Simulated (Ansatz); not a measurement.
# K on Al(111): change of the work function, part 2 of 2

Aim: the work function of Al(111) at several coverages of K (fcc site), and the dipole that each adsorbate carries.

Ansatz 0.2.0; plane-wave DFT, PBE, Ansatz PAW.

So far, work function, upper face (eV): step 2 (the clean slab) 4.02; step 3 (37 atoms, coverage 0.111 ML, cell 3x3) 1.76.

## (4) The covered slab, k-mesh 6×6×1, coverage 0.25 ML

System of this step: KAl16 (K/Al(111)). The cell holds 17 atoms: 16 Al and 1 K. Its edges and angles: a = 5.728 Å, b = 5.728 Å, c = 27.856 Å, α = 90.0°, β = 90.0°, γ = 60.0°. Vacuum lies along c.

Another coverage, to see how the dipoles act on each other as their distance changes.

Contents of input.yaml:

```yaml
crystal:
  lattice:
    - [5.7275649276, 0.0, 0.0]
    - [2.8637824638, 4.9602167292, 0.0]
    - [0.0, 0.0, 27.8563316132]
  atoms:
    - { symbol: Al, position: [0.0, 0.0, 0.3230863319] }
    - { symbol: Al, position: [0.1666666667, 0.1666666667, 0.4070266232] }
    - { symbol: Al, position: [0.3333333333, 0.3333333333, 0.4890794627] }
    - { symbol: Al, position: [0.0, 0.0, 0.5728504545] }
    - { symbol: Al, position: [0.0, 0.5, 0.3230863319] }
    - { symbol: Al, position: [0.1666666667, 0.6666666667, 0.4070266232] }
    - { symbol: Al, position: [0.3333333333, 0.8333333333, 0.4890794627] }
    - { symbol: Al, position: [0.0, 0.5, 0.5728504545] }
    - { symbol: Al, position: [0.5, 0.0, 0.3230863319] }
    - { symbol: Al, position: [0.6666666667, 0.1666666667, 0.4070266232] }
    - { symbol: Al, position: [0.8333333333, 0.3333333333, 0.4890794627] }
    - { symbol: Al, position: [0.5, 0.0, 0.5728504545] }
    - { symbol: Al, position: [0.5, 0.5, 0.3230863319] }
    - { symbol: Al, position: [0.6666666667, 0.6666666667, 0.4070266232] }
    - { symbol: Al, position: [0.8333333333, 0.8333333333, 0.4890794627] }
    - { symbol: Al, position: [0.5, 0.5, 0.5728504545] }
    - { symbol: K, position: [0.1666666667, 0.1666666667, 0.6769136681] }
kpoints:
  mp_grid: { grid: [6, 6, 1] }
hamiltonian:
  xc: pbe
scf:
  occupations: { method: fermi_dirac, width: 0.1 }
  convergence: { dr2_threshold: 1.0e-08 }
efield:
  axis: 3
  dipole_correction: true
  ramp_position: 0.97
  ramp_width: 0.06
relax:
  f_tol: 0.02
  max_steps: 60
  constraints: [{ sites: [0, 1, 4, 5, 8, 9, 12, 13] }]
output:
  dos: { projected: true, e_range: [-8, 4] }
  write_potential: true
  write_density: true
  volumetric_format: npy
  elf: true
```

Command:

```console
$ ansatz run input.yaml --threads 2 --pin off --max-ram 4096MiB --backend cpu --events-out ev --progress --plain --runs-dir out
```

Elapsed: 51 s, on 2 threads of Arm Neoverse V1, shared host; peak memory 0.93 GiB; 98 s of CPU time.

Relaxation path:

```
step  energy less that of the first step (eV)  largest force component (eV/Å)
   1                                   0.0000                          0.3217
   2                                  -0.0261                          0.1943
   3                                  -0.0366                          0.0434
   4                                  -0.0373                          0.0055
```

Forces are held to the 6 operations that the run works with; a distortion that breaks them can't arise in this run.

The atoms that moved most (Å):

```
atom      dx      dy      dz  length
 K17   0.000   0.000   0.137   0.137
Al16   0.000   0.000   0.099   0.099
 Al4  -0.010  -0.006  -0.027   0.030
Al12   0.010  -0.006  -0.027   0.030
 Al8   0.000   0.012  -0.027   0.030
 Al7   0.000  -0.010   0.008   0.013
Al11  -0.008   0.005   0.008   0.013
 Al3   0.008   0.005   0.008   0.013
```

The relaxed structure:

```
Al K
1.0
     5.72756    0.00000    0.00000
     2.86378    4.96022    0.00000
     0.00000    0.00000   27.85633
Al K
16 1
Direct
  0.00000 0.00000 0.32309
  0.16667 0.16667 0.40703
  0.33431 0.33431 0.48936
  0.99883 0.99883 0.57187
  0.00000 0.50000 0.32309
  0.16667 0.66667 0.40703
  0.33431 0.83137 0.48936
  0.99883 0.50234 0.57187
  0.50000 0.00000 0.32309
  0.66667 0.16667 0.40703
  0.83137 0.33431 0.48936
  0.50234 0.99883 0.57187
  0.50000 0.50000 0.32309
  0.66667 0.66667 0.40703
  0.83333 0.83333 0.48872
  0.50000 0.50000 0.57640
  0.16667 0.16667 0.68185
```

Numbers from this step:

```
energy at zero smearing        : -10135.2421 eV
work function, upper face      : 1.978 eV
work function, lower face      : 4.019 eV
dipole along the normal        : 0.3204 e·Å
step between the vacuum levels : -2.041 eV
```

Running mean over 2.338 Å of the planar mean; the ramp of the sawtooth is left out. The electron's electrostatic potential energy less the Fermi level by z:

```
z (Å)  electron's electrostatic potential energy less the Fermi level (eV)
    4                                                                 4.02
    5                                                                 4.01
    6                                                                 3.93
    7                                                                 2.92
    8                                                                -1.36
    9                                                                -4.40
   10                                                                -4.57
   11                                                                -4.60
   12                                                                -4.76
   13                                                                -4.75
   14                                                                -4.61
   15                                                                -4.59
   16                                                                -4.36
   17                                                                -1.65
   18                                                                0.316
   19                                                               -0.580
   20                                                              -0.0863
   21                                                                 1.39
   22                                                                 1.80
   23                                                                 1.93
   24                                                                 1.97
```

The density of states has structure finer than the step of the table below, so its rows give means over 0.25 eV, whole bins alone (the curve runs from -8 to 1.98 eV). Peaks (eV: height): -4.690: 18.8, -3.820: 14.5, -3.730: 13.3, -2.890: 15.3, -1.500: 15.5, 1.020: 13.3, 1.350: 20.6.

Table of density of states by energy, zero at the Fermi level; means over each step:

```
energy (eV)  density of states (states/eV a cell)
      -7.75                                  4.48
      -7.50                                  4.58
      -7.25                                  3.18
      -7.00                                  2.89
      -6.75                                  2.65
      -6.50                                  5.62
      -6.25                                  4.64
      -6.00                                  4.87
      -5.75                                  3.08
      -5.50                                  4.48
      -5.25                                  3.42
      -5.00                                  5.95
      -4.75                                  9.78
      -4.50                                  2.69
      -4.25                                  2.50
      -4.00                                  4.04
      -3.75                                  9.65
      -3.50                                  4.84
      -3.25                                  5.49
      -3.00                                  7.32
      -2.75                                  5.40
      -2.50                                  7.38
      -2.25                                  7.24
      -2.00                                  3.51
      -1.75                                  6.47
      -1.50                                  7.14
      -1.25                                  5.44
      -1.00                                  6.47
      -0.75                                  7.39
      -0.50                                  9.19
      -0.25                                  7.13
       0.00                                  7.06
       0.25                                  9.06
       0.50                                  9.91
       0.75                                  8.59
       1.00                                  9.68
       1.25                                  7.20
       1.50                                  9.25
       1.75                                  8.33
```

Projected DOS per atom over height of the atomic layer and energy from the Fermi level. Layers: Al4 Al4 Al4 Al4 K from below.

Values in states/eV, 22 rows by 5 columns, each cell a mean:
```
0.43 0.28 0.33 0.46 0.31
0.39 0.41 0.42 0.39 0.43
0.51 0.43 0.41 0.55 0.83
0.53 0.40 0.41 0.57 0.98
0.46 0.35 0.35 0.47 0.48
0.55 0.41 0.43 0.60 0.43
0.37 0.38 0.39 0.40 0.13
0.42 0.36 0.36 0.45 0.02
0.35 0.25 0.25 0.36 0.00
0.49 0.41 0.40 0.51 0.03
0.38 0.45 0.44 0.40 0.03
0.34 0.28 0.27 0.34 0.03
0.48 0.42 0.42 0.50 0.01
0.18 0.20 0.20 0.19 0.01
0.37 0.38 0.38 0.38 0.01
0.38 0.30 0.30 0.39 0.01
0.23 0.21 0.21 0.23 0.01
0.26 0.27 0.27 0.26 0.01
0.29 0.34 0.34 0.29 0.01
0.16 0.18 0.18 0.16 0.01
0.20 0.25 0.25 0.20 0.01
0.24 0.29 0.29 0.24 0.01
```
Columns: height of the atomic layer (Å) from 9 to 19.0 (not evenly spaced); rows upwards: energy from the Fermi level (eV) from -7.96 to 1.95.

ELF in the ca plane at fractional y = 0.167, with atoms of Al and K within 0.2 Å of it. It is the smooth field of the valence electrons, not physical close to the nuclei.

Ten even steps from '0' (0.00) to '9' (0.87), each cell a mean:
```
55556665555567766667763002432000122211000000
55556665555567766667764100000000122210000000
65666556666666555678764210000012232110000000
66662115776665334677753211111223332110000000
56651213776654223577653211112333332110000000
66651104776654334677653211112233332110000000
66664336666665445678754210000122332110000000
65566666666667666678764200000001222210000000
55556665555567776667764100110000122211000000
65566666666667666678762025764100012211000000
66664336666665445678741169998410012221000000
66651104776654334577631399899720012221000000
56751213776653223567630399789720012221000000
66662015766654334677641289999610012221000000
65666556666666555678751048997300012211000000
```
Columns run along c (16.0 Å, from fractional 0.34 to 0.92 of the cell), rows up along a (5.7 Å). Atoms in or near the plane, at fractional coordinates: Al at (0.41, 0.17), Al at (0.41, 0.67), K at (0.68, 0.17).

Electrostatic potential energy in the ca plane at fractional y = 0.167, with atoms of Al and K within 0.2 Å of it. With pseudopotentials it is smooth inside the atoms' cores, unlike the true potential.

Values in eV, 8 rows by 16 columns, each cell a mean:
```
 -4   0   0  -2 -11  -2 -10  -2   3   0   1   3   3   4   4   4
 -1  -8 -10  -1  -4   1  -3   1   4   3   3   3   4   4   4   4
  1 -11 -11   0   2   3   2   3   4   4   3   3   4   4   4   4
 -1  -9 -11  -1  -3   1  -3   1   4   3   3   3   4   4   4   4
 -4   0   0  -2 -11  -2 -10  -2   3   0   1   3   3   4   4   4
 -1  -8 -10  -1  -4   1  -3   1  -1 -14  -6   2   3   4   4   4
  1 -11 -11   0   2   3   2   3  -4 -18 -12   1   3   4   4   4
 -1  -9 -11  -1  -3   1  -3   1  -1 -14  -7   2   3   4   4   4
```
Columns run along c (16.0 Å, from fractional 0.34 to 0.92 of the cell; values clipped at the 3rd and 97th percentile), rows up along a (5.7 Å). Atoms in or near the plane, at fractional coordinates: Al at (0.41, 0.17), Al at (0.41, 0.67), K at (0.68, 0.17).

Valence density in the ca plane at fractional y = 0.167, with atoms of Al and K within 0.2 Å of it. It is the smooth field of the valence electrons, not physical close to the nuclei.

Ten steps, logarithmic in the rise over the least value, from '0' (0.0 e/Å³) to '9' (4.2 e/Å³), each cell a mean:
```
33333333333333333333321112321000000000000000
33333333333333333333321100000000000000000000
33333333333333333333321100000000000000000000
33333233333333333333321100000000000000000000
33332223333333223333221100000000000000000000
33332223333333333333221100000000000000000000
33333333333333333333321100000000000000000000
33333333333333333333321100000000000000000000
33333333333333333333321111111000000000000000
33333333333333333333321124543100000000000000
33333333333333333333322257875310000000000000
33332223333333333333322379997410000000000000
33332223333333223333222479998410000000000000
33333233333333333333322368987310000000000000
33333333333333333333322235664200000000000000
```
Columns run along c (16.0 Å, from fractional 0.34 to 0.92 of the cell), rows up along a (5.7 Å). Atoms in or near the plane, at fractional coordinates: Al at (0.41, 0.17), Al at (0.41, 0.67), K at (0.68, 0.17).

The relaxation took 4 steps and lowered the energy by 0.037 eV; the largest force on the free atoms ends at 0.0055 eV/Å.

By hand: a sheet of dipoles makes a step −p/(ε₀A) in the electron's potential. With e/ε₀ = 180.95 V·Å, p = 0.3204 e·Å and A = 28.41 Å², that is −180.95 × (0.3204) / 28.41 = -2.041 eV, and the two vacuum levels of the run differ by -2.041 eV.

The covered face has 1.98 eV, -2.04 eV against the clean one; the bare back face has moved by +0.00 eV, a measure of how thin the slab is.

## (5) Work function against coverage

This step: plane-wave DFT, PBE, Ansatz PAW; work function against coverage (Ansatz 0.2.0).

The runs are now put side by side.

Numbers from this step:

| Quantity | Value |
| --- | --- |
| work function of the clean face | 4.021 eV |
| largest change of the work function | -2.262 eV |

Table of work function of the covered face by coverage:

```
coverage (adsorbates/nm²)  work function of the covered face (eV)
                     0.00                                    4.02
                     1.56                                    1.76
                     3.52                                    1.98
```

The dipole per adsorbate comes from the change of the cell's dipole. Coverage, by row:

```
coverage (1/nm²)  coverage (ML)  work function (eV)  change (eV)  dipole per adsorbate, positive end outwards (debye)  mean height of the added atoms over the highest substrate atom (Å)
           1.564         0.1111               1.758       -2.262                                                3.939                                                                2.93
            3.52           0.25               1.978       -2.042                                                 1.54                                                               2.937
```

## (6) Outcome

```yaml
work_function_of_the_clean_face: 4.02 eV
work_function_at_0p11_ml: 1.76 eV
work_function_at_0p25_ml: 1.98 eV
dipole_per_adsorbate_at_0p11_ml_positive_end_outwards: 3.94 D
```

**Reading.** K lowers the work function of Al(111) at the lowest coverage, by 2.26 eV: the adsorbate layer has its positive end outwards. The slab has 4 layers, at the tabulated experimental lattice constant, one starting site was run, and quantum-size effects of a slab this thin can reach one or two tenths of an eV.

[Logs are printed without paths, hosts, clocks, repeated set-up lines and the standing remarks that a program may print on its own settings, such as how far it seeks lower states.]

[Hosts, paths, dates, database ids (printed as entryN), source tags and the programs' standing remarks are cut or masked in the printed files.]

[Maps of the electrostatic potential energy from Ansatz leave out the sawtooth potential of an applied field or a dipole correction, so their vacuum need not be flat; planar profiles and work functions include it.]

[The density of states shown here was stored with 400 of the rows of the run's finer table, so its peaks can read low, often by over a quarter, or be missed, and its means over a window can be off by a tenth or more.]
